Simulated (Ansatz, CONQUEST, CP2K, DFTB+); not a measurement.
# Amorphous carbon (123 atoms) in other programs, against a plane-wave reference

How near do other programs and methods come to a plane-wave reference for amorphous carbon (123 atoms)? A plane-wave run serves as the reference.

Calculated with Ansatz 0.2.0; Kohn-Sham DFT, PBE, PAW, plane waves.

## 1. The system as given

The cell holds 123 atoms: 123 C. Its edges and angles: a = 11.085 Å, b = 11.085 Å, c = 11.085 Å, α = 90.0°, β = 90.0°, γ = 90.0°. 123 atoms (123 C) placed at random at 1.8 g/cm³, melted at 6000 K for 10 ps at fixed volume with the LCBOP (Los and Fasolino, Phys. Rev. B 68, 024107 (2003)). Quenched from 5000 K to 300 K at 500 K/ps and fixed volume, held 5 ps, then minimised at fixed cell. Then every atom was moved at random, 0.05 Å r.m.s. a Cartesian component.

## 2. Reference: Ansatz, plane waves

The PAW files are the set soft_2.

The input, input.yaml:

```yaml
crystal:
  lattice:
    - [11.0851, 0.0, 0.0]
    - [0.0, 11.0851, 0.0]
    - [0.0, 0.0, 11.0851]
  atoms:
    - { symbol: C, position: [0.55002, 0.05158, 0.22971] }
    - { symbol: C, position: [0.65986, 0.63115, 0.06072] }
    - { symbol: C, position: [0.30363, 0.36381, 0.40071] }
    - { symbol: C, position: [0.20854, 0.06433, 0.9886] }
    [... 113 atom lines left out ...]
    - { symbol: C, position: [0.98266, 0.79663, 0.22268] }
    - { symbol: C, position: [0.39571, 0.58818, 0.70908] }
    - { symbol: C, position: [0.80065, 0.01925, 0.47156] }
    - { symbol: C, position: [0.09739, 0.91437, 0.67765] }
    - { symbol: C, position: [0.25646, 0.69112, 0.2992] }
    - { symbol: C, position: [0.86217, 0.61661, 0.22038] }
kpoints:
  mp_grid: { grid: [1, 1, 1] }
hamiltonian:
  xc: pbe
scf:
  occupations: { method: fermi_dirac, width: 0.05 }
output:
  forces: true
  eigenvalues: true
  populations: true
  stress: true
```

Run with:

```
$ ansatz run input.yaml --threads 4 --pin off --max-ram 8192MiB --backend cpu --events-out ev --progress --plain --runs-dir out
```

What it wrote:

```text
[...]
Pseudopotentials: kind: paw
Pseudopotential: C, paw, valence charge 4, recommended cutoff 420 eV (normal), C.paw.azcp
[... 5 lines on functional and potentials left out ...]
Crystal: 123 atoms, lattice volume = 1362.131 Å³
Basis set: ecut = 420 eV, 26745 PW (Γ), exchange–correlation on 150×150×150 points (8 copies of the dense FFT grid, shifted against one another)
Bands: 369, of which v1, the nominal top of the filled ones, is band 246 counted from 1 (245 counted from 0)
Symmetry: 1 space group operations
Space group: P1 (ITA 1), of the structure as read, at distance tolerance 1.1e-4 Å
k-points: 1
[... 3 lines on functional and potentials left out ...]
Initial density: superposition of atomic densities (neutral atoms: chi_scale 0, normalization atom), corrected by the library's trained network
Initial wavefunctions: pseudopotential atomic-orbital guess
[...]
SCF iter   1: F=—  HF=-30735.554147 eV  |F-HF|=—  |Δ(HF+E_count)|=         —  Δρ=1.34e-2  dr2=4.76e0  ethr=1.77e-3  ⟨swp⟩=5.0  Hψ=1481  notcnv=0  defer=94
preconditioner: auto → LDOS  [metal: Δε(μ)=0.069 eV  Ē_g=13.384 eV  σ=0.050 eV  W_gap=0.33  n_scr=256 (ndim 8)  ℏωp=22.3 eV  f_vac=0.162  D(μ)=22.72/eV (n_scr^D=122)  β→1.0]
[...]
SCF iter  11: F=—  HF=-30735.009760 eV  |F-HF|=—  |Δ(HF+E_count)|=   7.49e-8  Δρ=3.61e-6  dr2=2.67e-7  ethr=2.65e-10  ⟨swp⟩=2.0  Hψ=461  notcnv=0  defer=96
SCF iter  12: F=-30735.009760 eV  HF=-30735.009760 eV  |F-HF|=2.31e-8  |Δ(HF+E_count)|=   1.04e-8  Δρ=1.24e-6  dr2=3.29e-8  ethr=2.03e-11  ⟨swp⟩=21.0  Hψ=2357  notcnv=0
SCF 1 converged in 12 iterations: F = -30735.009760 eV  dr2 = 3.29e-8
[...]
SCF converged after 12 iterations
Free energy (F): -30735.009760 eV
Harris-Foulkes:  -30735.009760 eV  (|F-HF|=2.31e-8)
Internal energy: -30734.788777 eV  (E = F + TS)
E sigma→0 (E₀):  -30734.899268 eV
Entropy (-TS):   -0.220983 eV (-1.797 meV/atom)
Fermi energy:    4.436841 eV
--- Per-component energies (eV) ---
[...]
Σ components = -30735.009760   (vs F -30735.009760, Δ=0.00e0)
--- Forces (eV/Å), atoms counted from 1 ---
  atom   1  C      0.23720618    -2.78578906    -2.69871782
  atom   2  C     -1.23344941    -3.25506001    -0.28271015
  atom   3  C     -1.30657898    -1.16772687    -0.87529607
  atom   4  C     -0.49409579    -2.60455279    -1.50256704
[...]
atom 123  C      1.33884967    -0.01066700    -3.23121251
  max |Σ_I F_I| component: 5.20e-5 eV/Å
--- Stress (GPa, compression-positive) ---
      -10.889902      -1.664013      -0.815967
       -1.664013     -10.065323      -1.290588
       -0.815967      -1.290588      -9.082939
  P = ⅓ Tr σ = -10.0127 GPa (-100.127 kbar)
--- Band table (eV) ---
  k-point 0: bands = ["-14.6491", "-14.3038", "-14.0932", "-14.0393", [... 353 levels ...], "12.7601", "12.8014", "12.8268", "12.8990", "12.9543", "12.9806", "13.0622", "13.0902", "13.1212", "13.1745", "13.2010", "13.2582"]
--- Löwdin populations: 123 sites ---
  site symbol       q [e]
     0      C      3.9664
     1      C      3.9615
     2      C      3.9496
[...]
122      C      3.9597
  spilling = 0.009496 (of n_electrons = 492.000000)
```

Run time: 13 s. Hardware: 4 threads of Intel Xeon 6975P-C (Granite Rapids), shared host; peak memory 1.7 GiB.

In the SCF lines HF is the Harris–Foulkes energy and dr2 the Hartree energy of the density residual, in eV; the loop may stop once dr2 is under the threshold and the program's other checks hold. Hψ counts applications of the Hamiltonian.

Read from the output:

| Item | Value |
| --- | --- |
| free energy | -30735.0098 eV |
| free energy per atom | -249.8781 eV/atom |
| SCF cycles | 12 |
| pressure | -10.01 GPa |
| r.m.s. force component | 2.713 eV/Å |
| longest force | 10.65 eV/Å |
| Fermi energy | 4.437 eV |
| levels partly filled by over 2 per cent | 6 |
| spilling of the projection | 0.009496 |

Neighbours are counted within 1.85 Å (C-C).

Length of the force by element and coordination:

```csv
element,coordination,atoms,mean length of the force (eV/Å),spread,least,most
C,all,123,4.12,2.26,0.371,10.7
C,2,11,4.33,3.22,0.670,10.3
C,3,112,4.10,2.14,0.371,10.7
```

The mean of these charges, 0.038 e, is only the charge that the projection spills.

Löwdin charges by element and coordination (they lack the spilled electrons, 0.038 e an atom on average):

```csv
element,coordination,atoms,mean charge (e),spread,least,most
C,all,123,0.038,0.0236,-0.0637,0.106
C,2,11,0.0204,0.0333,-0.0637,0.0565
C,3,112,0.0397,0.0216,-0.0223,0.106
```

The levels nearest the highest filled one (over half full), pooled over k-points and spins:

| level less the highest filled one (eV) | occupation |
| --- | --- |
| -0.325 | 2.00 |
| -0.239 | 1.99 |
| -0.197 | 1.98 |
| -0.104 | 1.90 |
| -0.0767 | 1.83 |
| 0 | 1.40 |
| 0.0692 | 0.734 |
| 0.185 | 0.108 |
| 0.233 | 0.043 |
| 0.290 | 0.014 |
| 0.397 | 0.002 |
| 0.448 | 0.001 |

## 3. Structure statistics

Density 1.80 g/cm³, 11.07 Å³ an atom.

Pair distribution function in bins of 0.2 Å:

```
r (Å)  total
 1.20   0.35
 1.40   3.50
 1.60   2.09
 1.80   0.00
 2.00   0.00
 2.20   0.10
 2.40   1.42
 2.60   2.06
 2.80   0.72
 3.00   0.71
 3.20   0.87
 3.40   0.92
 3.60   1.17
 3.80   1.12
 4.00   1.04
 4.20   0.94
 4.40   0.84
 4.60   1.06
 4.80   1.12
 5.00   1.06
 5.20   0.94
 5.40   0.91
```

Bonds by pair of elements; cutoffs follow the first minimum of g(r), held within bounds set by covalent radii, and pairs that aren't listed don't count as bonded:

| pair A-B | cutoff (Å) | bonds | mean length (Å) | spread (Å) | shortest (Å) | B about A | A about B |
| --- | --- | --- | --- | --- | --- | --- | --- |
| C-C | 1.85 | 179 | 1.48 | 0.088 | 1.25 | 2.91 | 2.91 |

How many atoms have how many bonded neighbours:

| element | mean | 2 | 3 |
| --- | --- | --- | --- |
| C | 2.91 | 11 | 112 |

Rings of the network by King's shortest-path rule, up to 12 atoms, one path for each pair of neighbours; H, halogens, alkali and alkaline-earth atoms are left out:

```
ring size (atoms)  rings  per network atom
                5      3             0.024
                6     11             0.089
                7      9             0.073
                8      8             0.065
                9     11             0.089
               10      8             0.065
               11     15             0.122
               12      3             0.024
```

## 4. The ladder

The programs:
- CONQUEST 1.3: pseudo-atomic orbitals (double zeta with polarisation, or contracted to multi-site or on-site support functions) with norm-conserving potentials on an integration grid.
- CP2K 2026.2: Gaussian basis with GTH pseudopotentials and a plane-wave density; labels give functional, basis (MOLOPT sets; SR short-range, UZH the newer set with its own potentials), grid cutoff/relative cutoff and solver (OT: orbital transformation; TRS4, TC2, SIGN: linear-scaling purification with its sparsity filter), or its built-in tight binding.
- DFTB+ 25.1: tight binding, with Slater–Koster sets (DFTB) or xTB through its tblite library.

All use the same cell and atoms; the electronic-structure runs use the same k-mesh, and an electronic temperature of 580 K (0.05 eV) where levels are smeared.

Differences are against the plane-wave reference, forces as r.m.s. over components; share is that over the reference's r.m.s. force, slope the least-squares factor from reference forces to these. Total energies of different programs have different zeros and aren't compared.

```
                                                         run  Δ force, r.m.s. (meV/Å)  share (%)  slope  Δ pressure (GPa)  cores  CPU time  memory (GiB)
                                                   reference                        -          -      -                 -      4      44 s           1.7
                           CONQUEST PBE, grid 40 Ha (coarse)                      308       11.3  1.083              3.83      2   6.8 min           3.4
                                    CONQUEST PBE, grid 80 Ha                      308       11.4  1.083              3.83      4    11 min           8.8
              CP2K PBE, DZVP-UZH, 450/50 Ry, diagonalisation                     65.1       2.40  1.020              0.96      4   7.7 min           3.3
CP2K PBE, SZV-MOLOPT-SR, 450/50 Ry, diagonalisation (coarse)                      873       32.2  1.307              5.87      2   3.9 min           2.2
                                          DFTB+ DFTB 3ob-3-1                      627       23.1  1.173              4.92      1     1.3 s          0.11
                                          DFTB+ DFTB mio-1-1                      908       33.5  1.284            -0.434      1     1.2 s          0.11
                                             DFTB+ IPEA1-xTB                      740       27.3  1.233             -18.2      1      20 s             1
```

Rows marked coarse use a setting chosen to be so.

CPU time is summed over cores on a shared host, where runs went side by side, so it is rough. Symmetry, cutoffs, thresholds, outputs and thread counts weren't matched or tuned between programs; memory under MPI is the largest rank's times the ranks.

Within one program, basis, potentials and functional, energies share a zero. Each run against its twin at the usual cutoff or grid and solver:

```
                     run        twin  Δ energy (meV/atom)  Δ force, r.m.s. (meV/Å)         CPU time over the twin's
CONQUEST PBE, grid 40 Ha  grid 80 Ha                -1.64                     26.0  0.63 (this twin ran on 4 cores)
```

## 5. Outcome

| Quantity | Value |
| --- | --- |
| reference r.m.s. force component | 2.71 eV/Å |
| nearest in forces | CP2K PBE, DZVP-UZH, 450/50 Ry, diagonalisation, 2.4 % |
| farthest in forces | DFTB+ DFTB mio-1-1, 33 % |
| cheapest electronic-structure run beside the reference | DFTB+ DFTB mio-1-1, 1.2 s of CPU time |

The PBE runs in local orbitals, coarse settings apart, differ by 2.4 % (CP2K PBE, DZVP-UZH, 450/50 Ry, diagonalisation) to 11 % (CONQUEST PBE, grid 80 Ha); basis, grid and potentials can all enter. Tight binding differs by 23 % (DFTB+ DFTB 3ob-3-1) to 33 % (DFTB+ DFTB mio-1-1); it is another model, with fitted parameters of its own, and the xTB methods hold dispersion. IPEA1-xTB was fitted to ionisation energies and electron affinities, not to forces or charges. Runs with settings chosen to be coarse differ by 11 % (CONQUEST PBE, grid 40 Ha) to 32 % (CP2K PBE, SZV-MOLOPT-SR, 450/50 Ry, diagonalisation), their programs' other errors included. Of the electronic-structure runs that take under half the reference's CPU time, DFTB+ DFTB 3ob-3-1 comes nearest, at 23 % in 1.3 s against 44 s; its pressure misses by +4.9 GPa. CP2K PBE, SZV-MOLOPT-SR, 450/50 Ry, diagonalisation stiffens the forces by a factor of 1.31 while following their directions (correlation 0.997); the slopes of the 2 CP2K runs lie between 1.02 and 1.31. In pressure, CP2K PBE, SZV-MOLOPT-SR, 450/50 Ry, diagonalisation misses by +5.9 GPa, at the same functional. In the reference: counting bands leaves a spacing of only 0.069 eV (at Γ alone), which the smearing bridges: 6 levels are partly filled by over 2 %, so a gap, if any, is small at this level. In the reference: Löwdin charges run from -0.06 to +0.11 e, about a mean that is the spilled charge alone. Periodic xTB results under one method name differ between programs and library versions (DFTB+ here holds tblite 0.3). Forces of 2.7 eV/Å r.m.s. are well above thermal ones: they come largely from the bond lengths of the classical model and from the random displacements, and they dominate the comparison. The quench rate of 500 K/ps is many orders above laboratory rates, so the cell is likely richer in defects and strain than a real sample. The network of bonds at the start is that of the classical potential that made the cell, and needn't be the one that DFT or experiment would give. The reference's pressure of -10 GPa belongs to unrelaxed atoms and would change as they relax. The electronic-structure runs sample only Γ, in a cell whose shortest periodic width is 11 Å, which is coarse for a cell with partly filled levels.

[Long decimals in the printed logs are rounded to 6 places.]

[Also dropped from logs without a mark: lines with file paths, logging warnings of Python, QE's lines on negative density and diagonalisation, SIESTA's first energy breakdown, zero terms and Voronoi charges.]

[Logs are printed without paths, hosts, clocks, repeated set-up lines and the standing remarks that a program may print on its own settings, such as how far it seeks lower states.]

[Hosts, paths, dates, database ids (printed as entryN), source tags and the programs' standing remarks are cut or masked in the printed files.]

[Not all failed runs are listed: runs killed by the host, ended in a Python traceback or in CONQUEST's support-function errors, and SIESTA runs with faulty potentials for Cu, Fe, Ni or Zn are left out.]
